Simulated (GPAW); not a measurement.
# Cobalt: which magnetic order is lowest, part 2 of 2

Aim: find out whether Cobalt carries moments, and which collinear order costs least.

GPAW 26.7.0; LDA; plane waves with GPAW's PAW setups, scalar-relativistic.

So far. Step 2 (Run 1 (ferro ++)): After 12 cycles the largest moment stands at 1.64 μB. Step 3 (Run 2 (antiferro +-)): It lies 160 meV a seeded atom over the first start.

**4. Start 3: antiferro q=(0,1/2,0) +-+-**

Another pattern of signs weighs the neighbour shells otherwise.

The cell is doubled to 4 atoms to hold this order. Its mesh is chosen so that both cells sample the same points.

Contents of order3.py:

```python
import json
import numpy as np
from ase import Atoms
from ase.parallel import paropen, parprint
from gpaw import GPAW

atoms = Atoms(['Co', 'Co', 'Co', 'Co'],
    cell=[[2.5074, 0.0, 0.0],
         [-2.5074, 4.34294419, 0.0],
         [0.0, 0.0, 4.0699]],
    scaled_positions=[[0.33333333, 0.33333333, 0.25],
         [0.33333333, 0.83333333, 0.25],
         [0.66666667, 0.16666667, 0.75],
         [0.66666667, 0.66666667, 0.75]],
    pbc=True,
    magmoms=[2.0, -2.0, 2.0, -2.0])
atoms.calc = GPAW(mode={'name': 'pw', 'ecut': 550},
    xc='LDA',
    kpts={'size': (12, 6, 12), 'gamma': True},
    occupations={'name': 'fermi-dirac', 'width': 0.1},
    convergence={'density': 1e-05, 'energy': 1e-05},
    maxiter=200,
    symmetry={'tolerance': 1e-4},
    txt='order3.txt')
e = atoms.get_potential_energy(force_consistent=True)
res = {'free_energy': e, 'energy_sigma0': atoms.get_potential_energy(), 'fermi_energy': atoms.calc.get_fermi_level()}
res['moments'] = atoms.get_magnetic_moments().tolist()
res['total'] = atoms.get_magnetic_moment()
parprint('site moments (muB):', np.round(res['moments'], 3))
parprint(f"total moment: {res['total']:.3f} muB")
parprint(f'free energy: {e:.6f} eV')
atoms.calc.write('order3.gpw')
with paropen('results.json', 'w') as f:
    json.dump(res, f)
```

Started as:

```bash
> OMP_NUM_THREADS=1 mpirun -n 4 gpaw python order3.py > order3.log
```

Numbers of over 12 decimals in the logs are rounded to 6 here.

The log of the run:

```text
site moments (muB): [ 0.91 -0.91  0.91 -0.91]
total moment: 0.000 muB
free energy: -36.793167 eV

--- order3.txt ---
Input parameters:
  mode=PW(ecut=550),
  convergence={'density': 1e-05, 'energy': 1e-05},
  kpts=MonkhorstPack(size=(12, 6, 12), gamma=True),
  maxiter=200,
  occupations=Occupations(name='fermi-dirac', width=0.1),
  symmetry=Symmetry(tolerance=0.0001),
  xc=XC(name='LDA')

Diagonalizing LCAO Hamiltonian
[...]
|         12 |         8.376 |     1.000 |         8.376 |     1.000 |
|         13 |         8.800 |     1.000 |         8.800 |     1.000 |
[...]
|         22 |        11.699 |     0.000 |        11.699 |     0.000 |
|         23 |        13.562 |     0.000 |        13.562 |     0.000 |
|         24 |        16.460 |     0.000 |        16.460 |     0.000 |
|         25 |        19.568 |     0.000 |        19.568 |     0.000 |

No gap
No difference between direct/indirect transitions


[key lines of the parts left out:]
Free energy:     -36.793167
Converged in 16 steps
dipole moment: (0.000000, -0.000008, -0.000007)  # |e|*Ang
Fermi level: 9.875
```

Wall time 2.8 min (4 MPI ranks of Arm Neoverse V2, shared host); peak memory 1.3 GiB.

Spin moment in the augmentation sphere by atom:

| atom | spin moment in the augmentation sphere (μB) |
| --- | --- |
| Co1 | 0.910 |
| Co2 | -0.910 |
| Co3 | 0.910 |
| Co4 | -0.910 |

This step gave:

| Quantity | Value |
| --- | --- |
| magnetization | 0 μB |
| final state | antiferromagnetic |

It lies 148 meV a seeded atom over the first start, and its largest moment is 0.910 μB against 1.64 μB.

**5. Order 4, typed as no spin polarisation**

This run holds no moments, which gives a state to set the others against.

Contents of nospin.py:

```python
import json
import numpy as np
from ase import Atoms
from ase.parallel import paropen, parprint
from gpaw import GPAW

atoms = Atoms(['Co', 'Co'],
    cell=[[2.5074, 0.0, 0.0],
         [-1.2537, 2.1714721, 0.0],
         [0.0, 0.0, 4.0699]],
    scaled_positions=[[0.33333333, 0.66666667, 0.25],
         [0.66666667, 0.33333333, 0.75]],
    pbc=True)
atoms.calc = GPAW(mode={'name': 'pw', 'ecut': 550},
    xc='LDA',
    kpts={'size': (12, 12, 12), 'gamma': True},
    occupations={'name': 'fermi-dirac', 'width': 0.1},
    convergence={'density': 1e-05, 'energy': 1e-05},
    maxiter=200,
    symmetry={'tolerance': 1e-4},
    txt='nospin.txt')
e = atoms.get_potential_energy(force_consistent=True)
res = {'free_energy': e, 'energy_sigma0': atoms.get_potential_energy(), 'fermi_energy': atoms.calc.get_fermi_level()}
parprint(f'free energy: {e:.6f} eV')
atoms.calc.write('nospin.gpw')
with paropen('results.json', 'w') as f:
    json.dump(res, f)
```

Started as:

```bash
> OMP_NUM_THREADS=1 mpirun -n 4 gpaw python nospin.py > nospin.log
```

The log of the run:

```text
free energy: -18.372364 eV

--- nospin.txt ---
Input parameters:
  mode=PW(ecut=550),
  convergence={'density': 1e-05, 'energy': 1e-05},
  kpts=MonkhorstPack(size=(12, 12, 12), gamma=True),
  maxiter=200,
  occupations=Occupations(name='fermi-dirac', width=0.1),
  symmetry=Symmetry(tolerance=0.0001),
  xc=XC(name='LDA')

Diagonalizing LCAO Hamiltonian
Converting LCAO to pw mode

          Co

        Co

[...]
|          0 |         1.030 |     2.000 |
|        ... |               |           |
|          2 |         8.041 |     2.000 |
|          3 |         8.104 |     2.000 |
|          4 |         8.104 |     2.000 |
|          5 |         8.427 |     2.000 |
[...]
|         11 |         9.943 |     0.462 |
|         12 |        16.432 |     0.000 |
|         13 |        34.157 |     0.000 |
|         14 |        34.157 |     0.000 |

No gap
No difference between direct/indirect transitions

[key lines of the parts left out:]
Free energy:     -18.372364
Converged in 10 steps
dipole moment: (-0.000001, -0.000002, -0.000004)  # |e|*Ang
Fermi level: 9.823
```

Wall time 9.2 s (4 MPI ranks); peak memory 0.63 GiB.

Numbers from this step:

* final state: non-magnetic (no spin polarisation)

It lies 160 meV a seeded atom over the first start.

**6. Ranking**

These are free energies at a smearing of 0.1 eV, so its entropy term is in the differences. They are divided by the number of seeded atoms, so that cells of unlike size compare. Wavevectors q in the names are fractions of the reciprocal vectors of the first run's cell.

Orders:

```csv
start,final state,typed order kept,energy over the lowest (meV a seeded atom),largest site moment (μB),net moment (μB a primitive cell),mesh matched,CPU time (s)
ferro ++,ferromagnetic,yes,0,1.637,3.187,yes,75.32
antiferro +-,non-magnetic,no,159.8,5.78e-4,0.001032,yes,129.9
"antiferro q=(0,1/2,0) +-+-",antiferromagnetic,yes,147.7,0.9104,0,yes,666
no spin polarisation,non-magnetic,-,159.8,0,0,yes,36.31
```

**7. What came out**

```json
{
 "lowest state found": "ferromagnetic (typed ferro ++)",
 "largest site moment": "1.64 μB",
 "next state": "antiferromagnetic, 148 meV a seeded atom higher",
 "energy gained by spin polarisation": "160 meV a seeded atom"
}
```

**Reading.** The lowest state found is ferromagnetic, reached from the start ferro ++, with moments up to 1.64 μB. The next state costs 148 meV a seeded atom. 1 start left the typed pattern (a sign turned or a seeded moment died), so such an energy belongs to the state reached, not the one typed. Only 4 starts are shown; other collinear patterns, canted and longer-period orders are not.

[Logs and program files are shortened in this print: banners, set-up blocks, solver, clock and traceback lines can be left out without a mark of their own.]

[Logs are printed without paths, hosts, clocks, repeated set-up lines and the standing remarks that a program may print on its own settings, such as how far it seeks lower states.]

[Hosts, paths, dates, database ids (printed as entryN), source tags and the programs' standing remarks are cut or masked in the printed files.]

[Where a cell is said to come from a database of computed structures, the database is the Materials Project.]
